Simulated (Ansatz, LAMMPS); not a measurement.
# Elastic response of glassy 85GeO2-15Li2O (mol %) (78 atoms)

How stiff is glassy 85GeO2-15Li2O (mol %) (78 atoms), and how do its levels respond to strain?

Method: Kohn-Sham DFT, PBEsol, PAW (set soft_2), plane waves, in Ansatz 0.2.0.

### Step 1. Set-up

The cell holds 78 atoms: 22 Ge, 8 Li and 48 O. Cell: a = 10.236 Å, b = 10.236 Å, c = 10.236 Å, α = 90.0°, β = 90.0°, γ = 90.0°. 78 atoms (22 Ge, 8 Li, 48 O) placed at random at 3.6 g/cm³, melted at 4000 K for 10 ps at fixed volume with the Morse and Coulomb pair potential with partial charges (Pedone, Malavasi, Menziani, Cormack and Segre, J. Phys. Chem. B 110, 11780 (2006)). Quenched from 4000 K to 300 K at 100 K/ps and fixed volume, held 10 ps at zero pressure.

What the set-up can't give: The quench rate of 100 K/ps is many orders above laboratory rates, so the cell is likely richer in defects and strain than a real sample. The starting topology of bonds comes from the classical model, and needn't be the one that DFT or experiment would give. Sampling is at Γ alone.

### Step 2. Single point at the start

A single point comes first, to see the forces before anything moves.

input.yaml reads:

```yaml
crystal:
  lattice:
    - [10.23596, 0.0, 0.0]
    - [0.0, 10.23596, 0.0]
    - [0.0, 0.0, 10.23596]
  atoms:
    - { symbol: Ge, position: [0.77348, 0.34113, 0.68721] }
    - { symbol: Ge, position: [0.26757, 0.86887, 0.48383] }
    - { symbol: Ge, position: [0.38678, 0.35731, 0.4618] }
    - { symbol: Ge, position: [0.7672, 0.01617, 0.63742] }
    - { symbol: Ge, position: [0.37485, 0.1165, 0.66596] }
    - { symbol: Ge, position: [0.74656, 0.75308, 0.27639] }
    - { symbol: Ge, position: [0.1894, 0.20069, 0.88931] }
    - { symbol: Ge, position: [0.43313, 0.00753, 0.96512] }
    - { symbol: Ge, position: [0.29944, 0.48766, 0.00943] }
    - { symbol: Ge, position: [0.56405, 0.49302, 0.20613] }
    - { symbol: Ge, position: [0.10816, 0.43753, 0.29258] }
    - { symbol: Ge, position: [0.81491, 0.30186, 0.18434] }
    - { symbol: Ge, position: [0.02856, 0.47214, 0.84127] }
    - { symbol: Ge, position: [0.24985, 0.81062, 0.01991] }
    - { symbol: Ge, position: [0.0421, 0.9088, 0.25485] }
    - { symbol: Ge, position: [0.92305, 0.07228, 0.0111] }
    - { symbol: Ge, position: [0.63592, 0.06839, 0.33614] }
    - { symbol: Ge, position: [0.61616, 0.77188, 0.82084] }
    - { symbol: Ge, position: [0.89061, 0.56782, 0.48419] }
    - { symbol: Ge, position: [0.47106, 0.49858, 0.72362] }
    - { symbol: Ge, position: [0.0091, 0.80317, 0.66648] }
    - { symbol: Ge, position: [0.89865, 0.75, 0.96809] }
    - { symbol: Li, position: [0.20911, 0.59261, 0.58122] }
    - { symbol: Li, position: [0.50442, 0.64114, 0.43332] }
    - { symbol: Li, position: [0.66174, 0.92305, 0.07083] }
    - { symbol: Li, position: [0.45283, 0.21442, 0.14531] }
    - { symbol: Li, position: [0.47411, 0.83188, 0.26684] }
    - { symbol: Li, position: [0.62999, 0.16804, 0.88417] }
    - { symbol: Li, position: [0.79231, 0.55197, 0.02686] }
    - { symbol: Li, position: [0.29706, 0.04481, 0.26392] }
    - { symbol: O, position: [0.71416, 0.42904, 0.15326] }
    - { symbol: O, position: [0.38226, 0.45122, 0.85392] }
    - { symbol: O, position: [0.39116, 0.4953, 0.56983] }
    - { symbol: O, position: [0.29984, 0.16276, 0.00785] }
    - { symbol: O, position: [0.14711, 0.36909, 0.92271] }
    - { symbol: O, position: [0.83128, 0.42039, 0.55284] }
    - { symbol: O, position: [0.90332, 0.68866, 0.60406] }
    - { symbol: O, position: [0.58706, 0.65982, 0.23149] }
    - { symbol: O, position: [0.91884, 0.82784, 0.32384] }
    - { symbol: O, position: [0.99774, 0.7955, 0.83222] }
    - { symbol: O, position: [0.10245, 0.83333, 0.1122] }
    - { symbol: O, position: [0.55916, 0.08746, 0.04648] }
    - { symbol: O, position: [0.81978, 0.7146, 0.12774] }
    - { symbol: O, position: [0.20224, 0.47663, 0.16158] }
    - { symbol: O, position: [0.74472, 0.69282, 0.89168] }
    - { symbol: O, position: [0.99201, 0.04607, 0.17138] }
    - { symbol: O, position: [0.61924, 0.40915, 0.72285] }
    - { symbol: O, position: [0.67342, 0.90862, 0.27818] }
    - { symbol: O, position: [0.35597, 0.90731, 0.12093] }
    - { symbol: O, position: [0.2324, 0.3516, 0.38266] }
    - { symbol: O, position: [0.28583, 0.9147, 0.89487] }
    - { symbol: O, position: [0.88826, 0.38832, 0.79921] }
    - { symbol: O, position: [0.4682, 0.08075, 0.7998] }
    - { symbol: O, position: [0.10902, 0.53271, 0.71992] }
    - { symbol: O, position: [0.05762, 0.1117, 0.91995] }
    - { symbol: O, position: [0.97104, 0.35695, 0.2349] }
    - { symbol: O, position: [0.68623, 0.8926, 0.72039] }
    - { symbol: O, position: [0.97287, 0.58971, 0.95443] }
    - { symbol: O, position: [0.46656, 0.1133, 0.32901] }
    - { symbol: O, position: [0.73321, 0.19864, 0.28575] }
    - { symbol: O, position: [0.15762, 0.79344, 0.58691] }
    - { symbol: O, position: [0.28138, 0.65318, 0.99485] }
    - { symbol: O, position: [0.68453, 0.03569, 0.49305] }
    - { symbol: O, position: [0.52312, 0.6607, 0.74739] }
    - { symbol: O, position: [0.37062, 0.76861, 0.40702] }
    - { symbol: O, position: [0.83429, 0.2139, 0.04452] }
    - { symbol: O, position: [0.33788, 0.98428, 0.58121] }
    - { symbol: O, position: [0.76043, 0.17267, 0.69866] }
    - { symbol: O, position: [0.43649, 0.24784, 0.57549] }
    - { symbol: O, position: [0.76858, 0.62942, 0.38672] }
    - { symbol: O, position: [0.93161, 0.95829, 0.63286] }
    - { symbol: O, position: [0.44192, 0.44965, 0.09841] }
    - { symbol: O, position: [0.1678, 0.94866, 0.36034] }
    - { symbol: O, position: [0.84196, 0.92896, 0.9863] }
    - { symbol: O, position: [0.23757, 0.18275, 0.73446] }
    - { symbol: O, position: [0.03516, 0.55287, 0.40091] }
    - { symbol: O, position: [0.49902, 0.42272, 0.35288] }
    - { symbol: O, position: [0.53645, 0.863, 0.93646] }
kpoints:
  mp_grid: { grid: [1, 1, 1] }
hamiltonian:
  xc: pbesol
scf:
  occupations: { method: fixed }
output:
  forces: true
```

Started as:

```sh
$ ansatz run input.yaml --threads 4 --pin off --max-ram 8192MiB --backend cpu --events-out ev --progress --plain --runs-dir out
```

Numbers of over 12 decimals in the logs are rounded to 6 here.

Log:

```text
[...]
Pseudopotentials: kind: paw
Pseudopotential: Ge, paw, valence charge 14, recommended cutoff 420 eV (normal), Ge.paw.azcp
Pseudopotential: Li, paw, valence charge 3, recommended cutoff 420 eV (normal), Li.paw.azcp
Pseudopotential: O, paw, valence charge 6, recommended cutoff 420 eV (normal), O.paw.azcp
[...]
Crystal: 78 atoms, lattice volume = 1072.471 Å³
Basis set: ecut = 420 eV, 20863 PW (Γ), exchange–correlation on 144×144×144 points (8 copies of the dense FFT grid, shifted against one another)
Bands: 388, of which v1, the nominal top of the filled ones, is band 310 counted from 1 (309 counted from 0)
Symmetry: 1 space group operations
Space group: P1 (ITA 1), of the structure as read, at distance tolerance 1.0e-4 Å
k-points: 1
[...]
Initial density: superposition of atomic densities (neutral atoms: chi_scale 0, normalization atom), corrected by the library's trained network
Initial wavefunctions: pseudopotential atomic-orbital guess
[...]
SCF iter   1: F=—  HF=-122121.475461 eV  |F-HF|=—  |Δ(HF+E_count)|=         —  Δρ=1.21e-2  dr2=1.24e0  ethr=1.77e-3  ⟨swp⟩=5.0  Hψ=1292  notcnv=0  defer=75
preconditioner: auto → Resta (q_TF=auto, 2.490 Å⁻¹)  ε∞=2.8  [insulator: Δε(μ)=1.340 eV  Ē_g=20.706 eV  n_scr=256 (ndim 8)  ℏωp=27.9 eV  f_vac=0.216  ε∞_Penn≈2.8]
[...]
SCF iter  10: F=—  HF=-122121.125875 eV  |F-HF|=—  |Δ(HF+E_count)|=   2.37e-7  Δρ=3.94e-6  dr2=1.52e-7  ethr=1.61e-11  ⟨swp⟩=4.0  Hψ=1150  notcnv=0
SCF iter  11: F=-122121.125875 eV  HF=-122121.125875 eV  |F-HF|=1.27e-8  |Δ(HF+E_count)|=   5.91e-9  Δρ=8.83e-7  dr2=1.05e-8  ethr=1.61e-11  ⟨swp⟩=4.0  Hψ=1067  notcnv=0
SCF 1 converged in 11 iterations: F = -122121.125875 eV  dr2 = 1.05e-8
[...]
SCF converged after 11 iterations
Free energy (F): -122121.125875 eV
Harris-Foulkes:  -122121.125875 eV  (|F-HF|=1.27e-8)
Internal energy: -122121.125875 eV  (E = F + TS)
E sigma→0 (E₀):  -122121.125875 eV
Fermi energy:    4.250300 eV
--- Per-component energies (eV) ---
[...]
Σ components = -122121.125875   (vs F -122121.125875, Δ=0.00e0)
--- Forces (eV/Å), atoms counted from 1 ---
  atom   1  Ge    -0.39442343     1.30583593     0.15297059
  atom   2  Ge    -1.14149554     1.00902438    -0.79706075
  atom   3  Ge    -1.28915165     0.29201002    -1.13841077
  atom   4  Ge     1.27595631    -2.82322340    -0.60773050
[...]
atom  78  O      0.50395184    -0.68681164     0.88847200
  max |Σ_I F_I| component: 1.15e-5 eV/Å
```

Wall time 8.8 s (4 threads of Intel Xeon Platinum 8488C (Sapphire Rapids), shared host); peak memory 1.4 GiB.

The r.m.s. force at the start is 1.1 eV/Å.

### Step 3. Cell and atoms relaxed

The cell is relaxed with the atoms, since the starting lattice needn't suit this functional.

input.yaml reads:

```yaml
crystal:
  lattice:
    - [10.23596, 0.0, 0.0]
    - [0.0, 10.23596, 0.0]
    - [0.0, 0.0, 10.23596]
  atoms:
    [... the 78 atom lines of step 2 ...]
kpoints:
  mp_grid: { grid: [1, 1, 1] }
hamiltonian:
  xc: pbesol
scf:
  occupations: { method: fixed }
output:
  forces: true
relax:
  f_tol: 0.05
  max_steps: 150
  cell: {}
```

Log:

```text
[...]
Crystal: 78 atoms, lattice volume = 1072.471 Å³
Basis set: ecut = 420 eV, 20863 PW (Γ), exchange–correlation on 144×144×144 points (8 copies of the dense FFT grid, shifted against one another)
Bands: 388, of which v1, the nominal top of the filled ones, is band 310 counted from 1 (309 counted from 0)
Symmetry: 1 space group operations
[...]
k-points: 1
[...]
SCF iter   1: F=—  HF=-122121.475458 eV  |F-HF|=—  |Δ(HF+E_count)|=         —  Δρ=1.21e-2  dr2=1.24e0  ethr=1.77e-3  ⟨swp⟩=5.0  Hψ=1292  notcnv=0  defer=75
[...]
SCF iter  10: F=—  HF=-122121.125875 eV  |F-HF|=—  |Δ(HF+E_count)|=   2.38e-7  Δρ=3.95e-6  dr2=1.52e-7  ethr=1.61e-11  ⟨swp⟩=4.0  Hψ=1150  notcnv=0
SCF iter  11: F=-122121.125875 eV  HF=-122121.125875 eV  |F-HF|=1.27e-8  |Δ(HF+E_count)|=   6.11e-9  Δρ=8.83e-7  dr2=1.06e-8  ethr=1.61e-11  ⟨swp⟩=4.0  Hψ=1067  notcnv=0
SCF 1 converged in 11 iterations: F = -122121.125875 eV  dr2 = 1.06e-8
[...]
relax step   1: F+E_penalty+E_count = -122121.12587461 eV  Δ(F+E_penalty+E_count) = +0.000e0 eV  max|allowed force component| = 3.474e0 eV/Å  Δτ_max = 0.0000 Å  P = +2.194 GPa  Ω = 1072.471 Å³  (11 SCF iters, dr2 threshold 1.00e-7 eV, accepted)
[... from here on, the SCF cycles and remarks between the steps are left out ...]
relax step   2: F+E_penalty+E_count = -122126.43719689 eV  Δ(F+E_penalty+E_count) = -5.311e0 eV  max|allowed force component| = 1.884e0 eV/Å  Δτ_max = 0.1858 Å  P = +1.121 GPa  Ω = 1051.904 Å³  energy of the carried Pulay correction = +8.078e-2 eV  (8 SCF iters, dr2 threshold 7.80e-6 eV, accepted)
relax step   3: F+E_penalty+E_count = -122128.91098103 eV  Δ(F+E_penalty+E_count) = -2.474e0 eV  max|allowed force component| = 6.034e-1 eV/Å  Δτ_max = 0.1941 Å  P = -0.200 GPa  Ω = 1026.800 Å³  energy of the carried Pulay correction = +1.815e-1 eV  (8 SCF iters, dr2 threshold 7.80e-6 eV, accepted)
relax step   4: F+E_penalty+E_count = -122129.45577489 eV  Δ(F+E_penalty+E_count) = -5.448e-1 eV  max|allowed force component| = 4.527e-1 eV/Å  Δτ_max = 0.1227 Å  P = +0.012 GPa  Ω = 1011.897 Å³  energy of the carried Pulay correction = +2.425e-1 eV  (8 SCF iters, dr2 threshold 7.80e-6 eV, accepted)
relax step   5: F+E_penalty+E_count = -122129.81642331 eV  Δ(F+E_penalty+E_count) = -3.606e-1 eV  max|allowed force component| = 5.078e-1 eV/Å  Δτ_max = 0.2000 Å  P = -0.026 GPa  Ω = 1004.900 Å³  energy of the carried Pulay correction = +2.714e-1 eV  (8 SCF iters, dr2 threshold 7.80e-6 eV, accepted)
relax step   6: F+E_penalty+E_count = -122130.00496413 eV  Δ(F+E_penalty+E_count) = -1.885e-1 eV  max|allowed force component| = 3.623e-1 eV/Å  Δτ_max = 0.1495 Å  P = -0.225 GPa  Ω = 1001.520 Å³  energy of the carried Pulay correction = +2.854e-1 eV  (8 SCF iters, dr2 threshold 7.80e-6 eV, accepted)
relax step   7: F+E_penalty+E_count = -122130.16241060 eV  Δ(F+E_penalty+E_count) = -1.574e-1 eV  max|allowed force component| = 2.274e-1 eV/Å  Δτ_max = 0.2000 Å  P = +0.083 GPa  Ω = 1001.633 Å³  energy of the carried Pulay correction = +2.850e-1 eV  (8 SCF iters, dr2 threshold 7.80e-6 eV, accepted)
relax step   8: F+E_penalty+E_count = -122130.19001018 eV  Δ(F+E_penalty+E_count) = -2.760e-2 eV  max|allowed force component| = 2.331e-1 eV/Å  Δτ_max = 0.1678 Å  P = -0.209 GPa  Ω = 1004.142 Å³  energy of the carried Pulay correction = +2.745e-1 eV  (8 SCF iters, dr2 threshold 3.23e-6 eV, accepted)
relax step   9: F+E_penalty+E_count = -122130.16389637 eV  Δ(F+E_penalty+E_count) = +2.611e-2 eV  max|allowed force component| = 5.401e-1 eV/Å  Δτ_max = 0.2000 Å  P = +0.267 GPa  Ω = 1006.288 Å³  energy of the carried Pulay correction = +2.657e-1 eV  (8 SCF iters, dr2 threshold 3.40e-6 eV, rejected (line search))
relax step  10: F+E_penalty+E_count = -122130.24809368 eV  Δ(F+E_penalty+E_count) = -5.808e-2 eV  max|allowed force component| = 1.077e-1 eV/Å  Δτ_max = 0.0972 Å  P = +0.121 GPa  Ω = 1004.489 Å³  energy of the carried Pulay correction = +2.731e-1 eV  (13 SCF iters, accepted)
relax step  11: F+E_penalty+E_count = -122130.25930874 eV  Δ(F+E_penalty+E_count) = -1.122e-2 eV  max|allowed force component| = 1.742e-1 eV/Å  Δτ_max = 0.0967 Å  P = -0.063 GPa  Ω = 1005.133 Å³  energy of the carried Pulay correction = +2.704e-1 eV  (8 SCF iters, dr2 threshold 7.25e-7 eV, accepted)
relax step  12: F+E_penalty+E_count = -122130.27439992 eV  Δ(F+E_penalty+E_count) = -1.509e-2 eV  max|allowed force component| = 8.736e-2 eV/Å  Δτ_max = 0.0330 Å  P = -0.001 GPa  Ω = 1004.883 Å³  energy of the carried Pulay correction = +2.715e-1 eV  (6 SCF iters, dr2 threshold 1.90e-6 eV, accepted)
relax step  13: F+E_penalty+E_count = -122130.29536500 eV  Δ(F+E_penalty+E_count) = -2.097e-2 eV  max|allowed force component| = 8.574e-2 eV/Å  Δτ_max = 0.0858 Å  P = +0.006 GPa  Ω = 1004.703 Å³  energy of the carried Pulay correction = +2.722e-1 eV  (8 SCF iters, dr2 threshold 4.77e-7 eV, accepted)
relax step  14: F+E_penalty+E_count = -122130.31201148 eV  Δ(F+E_penalty+E_count) = -1.665e-2 eV  max|allowed force component| = 1.367e-1 eV/Å  Δτ_max = 0.1219 Å  P = -0.052 GPa  Ω = 1004.094 Å³  energy of the carried Pulay correction = +2.747e-1 eV  (9 SCF iters, dr2 threshold 4.59e-7 eV, accepted)
relax step  15: F+E_penalty+E_count = -122130.32512518 eV  Δ(F+E_penalty+E_count) = -1.311e-2 eV  max|allowed force component| = 1.333e-1 eV/Å  Δτ_max = 0.0488 Å  P = +0.054 GPa  Ω = 1003.660 Å³  energy of the carried Pulay correction = +2.766e-1 eV  (7 SCF iters, dr2 threshold 1.17e-6 eV, accepted)
relax step  16: F+E_penalty+E_count = -122130.33854729 eV  Δ(F+E_penalty+E_count) = -1.342e-2 eV  max|allowed force component| = 1.399e-1 eV/Å  Δτ_max = 0.1021 Å  P = -0.063 GPa  Ω = 1004.401 Å³  energy of the carried Pulay correction = +2.735e-1 eV  (8 SCF iters, dr2 threshold 1.11e-6 eV, accepted)
relax step  17: F+E_penalty+E_count = -122130.35233599 eV  Δ(F+E_penalty+E_count) = -1.379e-2 eV  max|allowed force component| = 1.504e-1 eV/Å  Δτ_max = 0.1130 Å  P = -0.006 GPa  Ω = 1004.311 Å³  energy of the carried Pulay correction = +2.738e-1 eV  (8 SCF iters, dr2 threshold 1.22e-6 eV, accepted)
relax step  18: F+E_penalty+E_count = -122130.35890243 eV  Δ(F+E_penalty+E_count) = -6.566e-3 eV  max|allowed force component| = 2.920e-1 eV/Å  Δτ_max = 0.1052 Å  P = -0.108 GPa  Ω = 1004.019 Å³  energy of the carried Pulay correction = +2.751e-1 eV  (8 SCF iters, dr2 threshold 1.41e-6 eV, accepted)
relax step  19: F+E_penalty+E_count = -122130.37121270 eV  Δ(F+E_penalty+E_count) = -1.231e-2 eV  max|allowed force component| = 1.256e-1 eV/Å  Δτ_max = 0.0666 Å  P = +0.025 GPa  Ω = 1004.006 Å³  energy of the carried Pulay correction = +2.751e-1 eV  (6 SCF iters, dr2 threshold 5.33e-6 eV, accepted)
relax step  20: F+E_penalty+E_count = -122130.33676206 eV  Δ(F+E_penalty+E_count) = +3.445e-2 eV  max|allowed force component| = 2.712e-1 eV/Å  Δτ_max = 0.2000 Å  P = +0.054 GPa  Ω = 1000.465 Å³  energy of the carried Pulay correction = +2.898e-1 eV  (9 SCF iters, dr2 threshold 9.86e-7 eV, rejected (line search))
relax step  21: F+E_penalty+E_count = -122130.39153094 eV  Δ(F+E_penalty+E_count) = -2.032e-2 eV  max|allowed force component| = 7.637e-2 eV/Å  Δτ_max = 0.0964 Å  P = +0.002 GPa  Ω = 1003.558 Å³  energy of the carried Pulay correction = +2.770e-1 eV  (12 SCF iters, accepted)
relax step  22: F+E_penalty+E_count = -122130.39668578 eV  Δ(F+E_penalty+E_count) = -5.155e-3 eV  max|allowed force component| = 7.474e-2 eV/Å  Δτ_max = 0.1000 Å  P = +0.009 GPa  Ω = 1003.477 Å³  energy of the carried Pulay correction = +2.773e-1 eV  (8 SCF iters, dr2 threshold 3.65e-7 eV, accepted)
relax step  23: F+E_penalty+E_count = -122130.40117645 eV  Δ(F+E_penalty+E_count) = -4.491e-3 eV  max|allowed force component| = 4.312e-2 eV/Å  Δτ_max = 0.0239 Å  P = -0.012 GPa  Ω = 1003.041 Å³  energy of the carried Pulay correction = +2.791e-1 eV  (7 SCF iters, dr2 threshold 3.49e-7 eV, accepted)
relax step  24: F+E_penalty+E_count = -122130.23569719 eV  Δ(F+E_penalty+E_count) = +1.655e-1 eV  max|allowed force component| = 4.241e-2 eV/Å  Δτ_max = 0.0000 Å  P = -0.334 GPa  Ω = 1003.041 Å³  stress off target by 4.16e-1 GPa  SCF on the basis re-selected at this cell (its energy is not comparable with the rows above)  (7 SCF iters)
relax step  25: F+E_penalty+E_count = -122130.26496647 eV  Δ(F+E_penalty+E_count) = -2.927e-2 eV  max|allowed force component| = 2.509e-2 eV/Å  Δτ_max = 0.0143 Å  P = +0.168 GPa  Ω = 996.941 Å³  energy of the carried Pulay correction = +2.348e-2 eV  (8 SCF iters, dr2 threshold 4.32e-7 eV, accepted)
relax step  26: F+E_penalty+E_count = -122130.26316826 eV  Δ(F+E_penalty+E_count) = +1.798e-3 eV  max|allowed force component| = 2.044e-2 eV/Å  Δτ_max = 0.0136 Å  P = +0.038 GPa  Ω = 997.881 Å³  energy of the carried Pulay correction = +1.985e-2 eV  (7 SCF iters, dr2 threshold 9.06e-8 eV, accepted)
relax step  27: F+E_penalty+E_count = -122130.24321649 eV  Δ(F+E_penalty+E_count) = +1.995e-2 eV  max|allowed force component| = 2.028e-2 eV/Å  Δτ_max = 0.0000 Å  P = +0.017 GPa  Ω = 997.881 Å³  stress off target by 2.51e-2 GPa  SCF on the basis re-selected at this cell (its energy is not comparable with the rows above)  (6 SCF iters)
[...]
SCF converged after 6 iterations
Free energy (F): -122130.243216 eV
[...]
Internal energy: -122130.243216 eV  (E = F + TS)
E sigma→0 (E₀):  -122130.243216 eV
Fermi energy:    4.723519 eV
[...]
Σ components = -122130.243216   (vs F -122130.243216, Δ=0.00e0)
--- Forces (eV/Å), atoms counted from 1 ---
  atom   1  Ge    -0.01299265     0.00577872     0.00751743
  atom   2  Ge    -0.00494126     0.01776299    -0.00726863
  atom   3  Ge     0.00396767     0.01058985     0.01371998
  atom   4  Ge    -0.00518109     0.00086156    -0.00460489
[...]
atom  78  O      0.00397087     0.00025288     0.00259952
  max |Σ_I F_I| component: 1.20e-5 eV/Å
--- Stress (GPa, compression-positive) ---
        0.014490      -0.005452      -0.006047
       -0.005453       0.020637      -0.000451
       -0.006049      -0.000450       0.017336
  P = ⅓ Tr σ = 0.0175 GPa (0.175 kbar)
--- Relaxed structure (25 steps of the walk, 23 accepted, 2 SCFs on fresh bases) ---
  F+E_penalty+E_count = -122130.24321649 eV   max|allowed force component| = 2.028e-2 eV/Å   (the final SCF, on the basis selected at the relaxed cell)
  cell:  # Å, volume = 997.8806 Å³
    - [9.805799, -0.036371, -0.058533]
    - [-0.036371, 10.001816, 0.092935]
    - [-0.058533, 0.092935, 10.175933]
  atoms:
    - { symbol: Ge, position: [0.782207, 0.349679, 0.691067] }
    - { symbol: Ge, position: [0.265531, 0.866845, 0.482636] }
    - { symbol: Ge, position: [0.385895, 0.375383, 0.478665] }
    - { symbol: Ge, position: [0.773477, 0.016980, 0.617710] }
[...]
- { symbol: O, position: [0.533346, 0.839323, 0.935466] }
```

It took 3.1 min on 4 threads; peak memory 1.5 GiB.

The relaxation converged after 25 steps, with a largest force component of 0.020 eV/Å.

[end of part 1 of 3]

[Logs are printed without paths, hosts, clocks, repeated set-up lines and the standing remarks that a program may print on its own settings, such as how far it seeks lower states.]

[Hosts, paths, dates, database ids (printed as entryN), source tags and the programs' standing remarks are cut or masked in the printed files.]
